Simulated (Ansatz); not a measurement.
# The potential step between two gates: 1T-SiO2 bilayer, AA

Two oppositely charged gates put a neutral stack in a displacement field D. The voltage between them is D/ε₀ times an electrical distance, shorter than the real one because the stack screens.

**Method.** Ansatz 0.2.0, plane waves with PAW datasets (its set soft_2), PBE-D3(BJ); isolated slab, charged sheets 4.5 Å from the outer atoms behind model barriers, atoms held. Voltages count from the uncharged case.

| run | D/ε₀ (V/nm) | step in an electron's potential, upper less lower gate (eV) |
| --- | --- | --- |
| run 1 | −3.619 | −3.658 |
| run 2 | −1.810 | −1.829 |
| run 3 | 0.000 | 0.000 |
| run 4 | 1.810 | 1.829 |
| run 5 | 3.619 | 3.658 |
| run 6 | 5.428 | ? |

**Question.** What value belongs in the row marked “?”, and how far can the other rows tell?

A least-squares line through the 5 rows shown has slope 1.0107 and intercept 0.0000; no row lies more than 0.001 eV off it. The size of the slope, 1.011 nm, is the electrical distance; the sheets are 1.547 nm apart, and screening reaches beyond the outer atoms. At 5.428 it gives 1.0107 × 5.428 + 0.0000 = 5.486 eV, beyond the rows fitted. Rounding and scatter of the rows alone allow about ±0.002 eV there.

The run itself gives 5.486 eV: a miss of 0.000 eV, or 0.0 % of the value. Screening stays linear to within 1 % over this range.

**Limits.** The gates are model sheets, not atoms.
